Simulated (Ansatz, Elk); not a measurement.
**Bonding as seen by X-rays: LaZn5Cu**

The structure of LaZn5Cu used here is made up (a known structure type with other elements) and was relaxed beforehand with PBEsol. The aim is the Fourier transform of its all-electron density, F(hkl), set beside the sum over free spherical atoms that refinements use.

Main program and level: Elk 11.2.3 (patched build); DFT, PBE, all-electron APW+lo, Dirac cores, scalar-relativistic bands, static density, no spin.

This account leaves out most program logs.

The structure was built from a prototype and need not be the compound's stable phase.

### 1. The structure

The structure is tetragonal, space group P4/mmm (No. 123). The conventional cell has a = 4.325 Å, b = 4.325 Å, c = 6.886 Å, α = 90.00°, β = 90.00°, γ = 90.00°. Nearest to La lie 12 Zn at 3.06 Å. Nearest to Zn lie 2 Cu at 2.51 Å and 7 Zn at 2.56 to 3.06 Å and 2 La at 3.06 Å. Nearest to Zn lie 4 La at 3.06 Å and 8 Zn at 3.06 Å. Cu has 8 Zn at 2.51 Å nearest. Farther neighbours are not listed.

### 2. Ground state and structure factors

An all-electron density is needed, since X-rays see the cores too. Task 0 finds the density and task 195 Fourier-transforms it; tshift is off so that phases refer to the origin typed.

File elk.in:

```
tasks
  0
  195

xctype
  20

spinpol
  .false.

rgkmax
  7.0

gmaxvr
  14.0

lmaxo
  7

lmaxapw
  8

swidth
  0.002

tshift
  .false.

ramdisk
  .false.

hmaxvr
  5.5

maxscl
  120

epspot
  1e-06

sppath
  './'

avec
  8.17334223683 -0.00000000000 0.00000000000
  0.00000000000 8.17334223683 0.00000000000
  0.00000000000 0.00000000000 13.01248271647

atoms
  3
  'La.in'
  1
  0.0000000000 -0.0000000000 0.0000000000   0.000000 0.000000 0.000000
  'Zn.in'
  5
  -0.0000000000 0.5000000000 0.6857377692   0.000000 0.000000 0.000000
  0.5000000000 0.0000000000 0.3142622308   0.000000 0.000000 0.000000
  -0.0000000000 0.5000000000 0.3142622308   0.000000 0.000000 0.000000
  0.5000000000 0.0000000000 0.6857377692   0.000000 0.000000 0.000000
  0.5000000000 0.5000000000 0.0000000000   0.000000 0.000000 0.000000
  'Cu.in'
  1
  -0.0000000000 -0.0000000000 0.5000000000   0.000000 0.000000 0.000000

ngridk
  5 5 4
```

Launch:

```bash
$ OMP_NUM_THREADS=4 elk
```

Elapsed: 56 s, on 4 threads of AMD EPYC 7B13 (Zen 3), shared host; peak memory 0.41 GiB; 2.7 min of CPU time.

SFACRHO.OUT:

```text

h k l indices transformed by vhmat matrix:
   1.000000000       0.000000000       0.000000000    
   0.000000000       1.000000000       0.000000000    
   0.000000000       0.000000000       1.000000000    

      h      k      l  multipl.   |H|            Re(F)            Im(F)           |F|

      0      0      0      1   0.0000000       236.00000      0.40056528E-16   236.00000    
      0      0     -1      2  0.48285830       9.8935800      0.82159918E-14   9.8935800    
      0      1      0      4  0.76874125       50.382852     -0.25051284E-13   50.382852    
      1      0     -1      8  0.90780793      -2.7772072      0.14816480E-13   2.7772072    
      0      0      2      2  0.96571660       27.989701      0.15644926E-13   27.989701    
      1      1      0      4   1.0871643      -4.3272253     -0.16285767E-13   4.3272253    
      1     -1      1      8   1.1895707       86.580565     -0.71702330E-14   86.580565    
     -1      0      2      8   1.2343305       45.196341      0.75236970E-14   45.196341    
      0      0      3      2   1.4485749       132.72950     -0.31208733E-13   132.72950    
      1     -1     -2      8   1.4541440       154.60705     -0.14059886E-13   154.60705    
      2      0      0      4   1.5374825       180.02867      0.44326330E-13   180.02867    
     -2      0     -1      8   1.6115224       8.1038515      0.45203133E-14   8.1038515    
      0     -1     -3      8   1.6399184      -1.4678803      0.53924778E-13   1.4678803    
     -1      2      0      8   1.7189577       40.563902      0.35541511E-13   40.563902    
     -2      1      1     16   1.7854881      -1.2240703      0.18467583E-13   1.2240703    
      1     -1     -3      8   1.8111586      -38.719385      0.27622625E-13   38.719385    
      2      0     -2      8   1.8156159       23.382474     -0.35584559E-13   23.382474    
      0      0      4      2   1.9314332       76.881553      0.25674484E-13   76.881553
```

Elk indexes on the primitive cell of elk.in and gives |H| = 4π sin θ/λ in inverse bohr. Below, one row stands for each form hkl of the conventional cell (m members, Friedel mates merged), F is for one primitive cell and the density is static (no thermal factor). Free-atom factors are Waasmaier and Kirfel's, and R is Σm||F|−|F'||/Σm|F|.

```
hkl   m  sin θ/λ (Å⁻¹)  abs F, DFT  neutral atoms   diff.
001   2          0.073       9.894          9.523  +0.370
100   4          0.116      50.383         50.065  +0.318
101   8          0.137       2.777          3.022  -0.245
002   2          0.145      27.990         27.970  +0.020
110   4          0.164       4.327          4.351  -0.023
111   8          0.179      86.581         86.706  -0.125
102   8          0.186      45.196         45.425  -0.229
003   2          0.218     132.730        133.320  -0.590
112   8          0.219     154.607        155.743  -1.136
200   4          0.231     180.029        181.392  -1.363
201   8          0.242       8.104          7.544  +0.560
103   8          0.247       1.468          2.159  -0.691
210   8          0.259      40.564         40.750  -0.186
211  16          0.269       1.224          1.889  -0.665
113   8          0.272      38.719         39.681  -0.961
202   8          0.273      23.383         23.295  +0.087
004   2          0.290      76.882         77.261  -0.380
212  16          0.296      38.465         38.528  -0.063
```

### 3. The highest occupied states alone

An energy window below the Fermi level keeps the highest occupied states, to see at which angles they scatter; shallow core shells can lie inside it and anion s states outside. No new self-consistency is needed.

elk.in, as its differences from that of step 2:

```diff
@@ -1,3 +1,2 @@
 tasks
-  0
   195
@@ -40,2 +39,5 @@
 
+wsfac
+  -0.216400 0.524590
+
 sppath
```

Launch:

```bash
$ OMP_NUM_THREADS=4 elk
```

Elapsed: 15 s, on 4 threads; peak memory 0.23 GiB; 20 s of CPU time.

States within 12 eV below the Fermi level hold 74.00 electrons; any levels below the window count with the cores. Their amplitudes can exceed the total, where window and core parts have opposite phase:

```
hkl  sin θ/λ (Å⁻¹)  abs F, window  abs F, all
001          0.073         14.536       9.894
100          0.116          0.165      50.383
101          0.137         17.222       2.777
002          0.145          7.255      27.990
110          0.164         17.513       4.327
111          0.179         13.553      86.581
102          0.186          0.661      45.196
003          0.218         27.311     132.730
112          0.219         32.831     154.607
200          0.231         39.871     180.029
```

### 4. Another functional

The difference from free atoms is small, so it is set against the change that LDA (Perdew-Wang) makes.

elk.in, as its differences from that of step 3:

```diff
@@ -1,2 +1,3 @@
 tasks
+  0
   195
@@ -4,3 +5,3 @@
 xctype
-  20
+  3
 
@@ -39,5 +40,2 @@
 
-wsfac
-  -0.216400 0.524590
-
 sppath
```

Launch:

```bash
$ OMP_NUM_THREADS=4 elk
```

Elapsed: 32 s, on 4 threads; peak memory 0.25 GiB; 91 s of CPU time.

Against the first run R = 0.04 %; the largest change is -0.098 at 220.

### 5. Basis size

A smaller basis shows how fast F responds to it; the change is likely larger than the basis error of the first run, but doesn't show convergence.

elk.in, as its differences from that of step 4:

```diff
@@ -5,3 +5,3 @@
 xctype
-  3
+  20
 
@@ -11,3 +11,3 @@
 rgkmax
-  7.0
+  5.5
```

Launch:

```bash
$ OMP_NUM_THREADS=4 elk
```

The job ended after 51 s (4 threads; peak memory 0.38 GiB; 2.3 min of CPU time).

Against the first run R = 0.04 %; the largest change is +0.153 at 220.

### 6. Settings against the effect

```
              run  R against the first run (%)  R against neutral atoms, low angle (%)  wall time
    PBE, rgkmax 7                         0.00                                    1.04       56 s
LDA (Perdew-Wang)                         0.04                                    1.05       32 s
       rgkmax 5.5                         0.04                                    1.05       51 s
```

### 7. Summary of results

```json
{"R against neutral atoms, sin θ/λ < 0.3 Å⁻¹": "1.04 %", "R against neutral atoms, 0.3 to 0.71 Å⁻¹": "0.23 %"}
```

Independent neutral atoms miss the calculated amplitudes by R = 1.04 % below 0.3 Å⁻¹ and 0.23 % from there to 0.71 Å⁻¹; by shells, 1.34 % below 0.15 Å⁻¹ (4 forms), 1.02 % 0.15 to 0.3 (14 forms), 0.37 % 0.3 to 0.45 (28 forms), 0.18 % above 0.45 (103 forms). Bonding, aspherical density and the tables' own atoms all enter these figures, and the runs don't part them. The largest change of an amplitude is -1.36 electrons, at 200. Weak lines can change much in proportion: 301 goes from 0.42 to 0.14. The window's part falls from 74.0 electrons at the origin to at most 17.35 between 0.45 and 0.71 Å⁻¹, where compact states inside the window still scatter. Below 0.3 Å⁻¹ the changes that finished (LDA (Perdew-Wang) and rgkmax 5.5) move F by R = 0.03 % at most, against the 1.04 % that separates it from free atoms. The k-mesh has no finished test. These runs have no spin, though d or f shells may be open. Part of the difference isn't bonding: the tables are fits to free atoms and ions calculated by other methods than this functional. Thermal motion, anomalous dispersion and extinction are left out.

[Logs are printed without paths, hosts, clocks, repeated set-up lines and the standing remarks that a program may print on its own settings, such as how far it seeks lower states.]

[Hosts, paths, dates, database ids (printed as entryN), source tags and the programs' standing remarks are cut or masked in the printed files.]
